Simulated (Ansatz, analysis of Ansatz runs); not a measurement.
# [AlO4]0 centre in alpha-quartz: hyperfine coupling against experiment, part 2 of 2

Subject: [AlO4]0 centre in alpha-quartz. Wanted: its hyperfine coupling, in one set-up (PBE, 72-site cell, measured lattice, 420 eV, k: the single point 1/4 1/4 1/4 then 2x2x2 shifted 0.5 0.5 0.5, started with the impurity moved along one bond). The model is a cell of 72 host atoms with 1 Si taken out and 1 Al put in. The isotropic coupling follows from the spin density at the nucleus, the nuclear g-factor and the total spin. The measured lattice removes the functional's error in the volume.

Ansatz 0.2.0; PBE, 72-site cell, measured lattice, 420 eV, k: the single point 1/4 1/4 1/4 then 2x2x2 shifted 0.5 0.5 0.5, started with the impurity moved along one bond.

So far: Set-up; Relaxation, charge 0.

## 2. Relaxation, charge 0 (continued)

Level of this step: plane-wave PAW DFT, PBE; relaxation of all atoms of a defect supercell (Ansatz).

Relaxation path:

```
step  energy less that of the first step (eV)  largest force component (eV/Å)
   1                                   0.0000                          4.8592
   2                                  -0.7776                          2.7205
   3                                  -1.3190                          0.1825
   4                                  -1.3219                          0.1421
   5                                  -1.3280                          0.0515
   6                                  -1.3290                          0.0218
   7                                  -1.3291                          0.0187
```

The atoms that moved most (Å, from the sites as typed, ahead of the random displacement, the mean shift of all atoms taken out):

```
atom      dx      dy      dz  length
 O15   0.163   0.042  -0.003   0.168
  O9  -0.041   0.160   0.000   0.165
 O52   0.094  -0.034   0.052   0.113
  O4  -0.043  -0.001  -0.102   0.110
 O22  -0.078   0.057  -0.048   0.107
 O16   0.099   0.007   0.026   0.102
 O23  -0.066   0.031  -0.047   0.087
Al12  -0.027   0.030   0.074   0.085
```

Neighbours of Al12 at the end:

```
atom  distance (Å)
  O9         1.736
 O15         1.736
  O4         1.746
 O16         1.746
Si47         3.107
Si19         3.109
Si11         3.112
 Si1         3.113
```

Read from the output:

```
free energy                           : -42476.5281 eV
total moment                          : 1.000 μB
integral of the absolute spin density : 1.099 μB
spin contamination                    : 0.001342
```

The relaxation ends 18 meV an atom lower than the displaced start, with a largest force component of 0.019 eV/Å.

## 3. Contact spin densities

The relaxed structure is kept, and the final numbers are taken at the final level and k-points.

This step: plane-wave PAW DFT, PBE; single point of a defect supercell.

File point/input.yaml:

```yaml
crystal:
  lattice:
    - [9.83272005, 0.0, 0.0]
    - [-4.91636003, 8.51538535, 0.0]
    - [0.0, 0.0, 10.8168]
  atoms:
    - { symbol: Si, position: [0.229628643, -0.001164792, 0.330874113] }
    - { symbol: Si, position: [0.001441849, 0.233850007, 0.167367956] }
[... 1 atom line left out ...]
    - { symbol: O, position: [0.20051122, 0.137048543, 0.380216435] }
[... 4 atom lines left out ...]
    - { symbol: O, position: [0.299915174, 0.450793595, 0.443497466] }
[... 1 atom line left out ...]
    - { symbol: Si, position: [-0.001054436, 0.230569707, 0.669145899] }
    - { symbol: Al, position: [0.274068601, 0.274235948, 0.500125864] }
[... 1 atom line left out ...]
    - { symbol: O, position: [0.365617579, 0.066835142, 0.723401495] }
    - { symbol: O, position: [0.4508668, 0.299825194, 0.555954693] }
    - { symbol: O, position: [0.137597786, 0.201576612, 0.6205766] }
[... 2 atom lines left out ...]
    - { symbol: Si, position: [0.231006494, 0.506279554, 0.331763096] }
[... 7 atom lines left out ...]
    - { symbol: O, position: [0.294146489, 0.936149671, 0.443827945] }
[... 19 atom lines left out ...]
    - { symbol: Si, position: [0.506376439, 0.231107098, 0.667796166] }
[... 3 atom lines left out ...]
    - { symbol: O, position: [0.936672402, 0.29463869, 0.555602668] }
[... 20 atom lines left out ...]
    - { symbol: O, position: [0.792515479, 0.929200794, 0.942262489] }
basis:
  ecutwfc: 420
  xc_grid: 2
hamiltonian:
  xc: pbe
kpoints:
  mp_grid: { grid: [2, 2, 2], shift: [0.5, 0.5, 0.5] }
magnetization:
  spin_polarized: true
  initial_magnetization: 1
  spin_locking: { lock_magnetization: hard }
scf:
  occupations: { method: fermi_dirac, width: 0.01 }
  max_iter: 120
output:
  forces: true
  efg: {}
  eigenvalues: true
checkpoint:
  read: "../relax.run"
```

Launch:

```console
ansatz run input.yaml --threads 2 --pin off --max-ram 3768MiB --backend cpu --events-out ev --progress --plain --runs-dir out
```

Numbers of over 12 decimals in the logs are rounded to 6 here.

Output:

```text
[...]
Crystal: 72 atoms, lattice volume = 905.684 Å³
Basis set: ecut = 420 eV, 17821 PW (Γ), exchange–correlation on 144×144×150 points (8 copies of the dense FFT grid, shifted against one another)
Bands: 264, of which v1, the nominal top of the filled ones, is band 192 counted from 1 (191 counted from 0)
Symmetry: 1 space group operations
[...]
k-points: 4 of 8 (time reversal used)
[...]
Stability of the state it starts from, as read at its close in the collinear treatment: not read negative (Ritz values of 1 − χ₀K, real part plus size of imaginary part, from 0.96 to 1.0, by its mixing steps under no symmetry); [...]
Starting moments: Σ|m| = 1 μB on 72 of 72 sites; this step starts from the density that it was given
[...]
iter 1 solved again at ethr=5.30e-7 eV; its pass at ethr=3.10e-3 eV (dr2=2.03e-3 eV) is discarded
[...]
atom  11  Si V_zz =    -1.304463   η = 0.2408   by run symmetry: allowed
[...]
atom  12  Al V_zz =    -0.624013   η = 0.0340   by run symmetry: allowed
[...]
atom  15  O  V_zz =    -4.867766   η = 0.9698   by run symmetry: allowed
[...]
atom  16  O  V_zz =    -5.883073   η = 0.4324   by run symmetry: allowed
[...]
atom  19  Si V_zz =    -1.313920   η = 0.6873   by run symmetry: allowed
[...]
atom  47  Si V_zz =    -1.312738   η = 0.7307   by run symmetry: allowed
[...]
atom  51  O  V_zz =    +8.977830   η = 0.2042   by run symmetry: allowed
[...]
--- Band table (eV; the first three rows and the last of 8) ---
[...]
[... further k-points left out ...]
[key lines of the parts left out:]
SCF converged after 12 iterations
Magnetization: 1.0000 μB (192.0000 up, 191.0000 down)
Free energy (F): -42476.509675 eV
Fermi energy:    2.640647 (↑ 5.632267, ↓ 2.640646) eV
```

Wall time 2 min (2 threads of Intel Xeon 6975P-C (Granite Rapids), shared host); peak memory 3.3 GiB.

The column dr2 measures how far the density is from self-consistency, as an energy; F and HF (Harris–Foulkes) agree once it is small.

Read from the output:

```
free energy                           : -42476.5097 eV
total moment                          : 1.000 μB
integral of the absolute spin density : 1.097 μB
spin contamination                    : 0.001344
```

The largest moments in the atoms' spheres: O4 0.15, O16 0.14, O9 0.11, O15 0.11, O5 0.03, O17 0.03 μB.

Contact couplings A = (2/3) μ0 ge μB gN μN ρs / (2S h), for each element's most abundant magnetic isotope:

```
atom  isotope  distance from the centre (Å)  contact spin density (e/Å³)  A (MHz)
Al12     27Al                          0.09                       -0.124    -21.4
 Si1     29Si                          3.07                      -0.0697      9.2
Si11     29Si                          3.07                      -0.0691      9.1
  O4      17O                          1.69                       0.0882     -7.9
 O16      17O                          1.70                       0.0878     -7.9
Si19     29Si                          3.14                      -0.0584      7.7
Si47     29Si                          3.13                      -0.0581      7.6
  O9      17O                          1.79                       0.0596     -5.4
 O15      17O                          1.79                       0.0591     -5.3
 O50      17O                          4.23                       0.0229     -2.1
```

## 4. What came out

```json
{
  "17O that bears the hole, isotropic": "-7.9 MHz",
  "27Al, isotropic": "-21.4 MHz",
  "integral of the absolute spin density": "1.10 μB",
  "time of the whole chain": "5.3 min on 2 threads"
}
```

**Reading.** 17O that bears the hole, isotropic: computed -7.9 MHz, measured -72.86 MHz; 65.0 MHz (89 %) smaller in size than the measurement. 27Al, isotropic: computed -21.4 MHz, measured -16.25 MHz; 5.2 MHz (32 %) larger in size than the measurement. The spin is not held on one site here (at most 0.15 μB on an atom), so the state computed is not the localised centre that was measured. Semilocal functionals spread the hole over several oxygen atoms through their self-interaction error; enough exact exchange holds it on one. Only the isotropic (Fermi contact) part is computed, with core polarisation; no vibrational averaging.

[Logs are printed without paths, hosts, clocks, repeated set-up lines and the standing remarks that a program may print on its own settings, such as how far it seeks lower states.]

[Hosts, paths, dates, database ids (printed as entryN), source tags and the programs' standing remarks are cut or masked in the printed files.]

[For some hosts the program warned that the k-mesh of the response run may be too coarse for force constants and the static dielectric constant; such warnings are not shown here.]
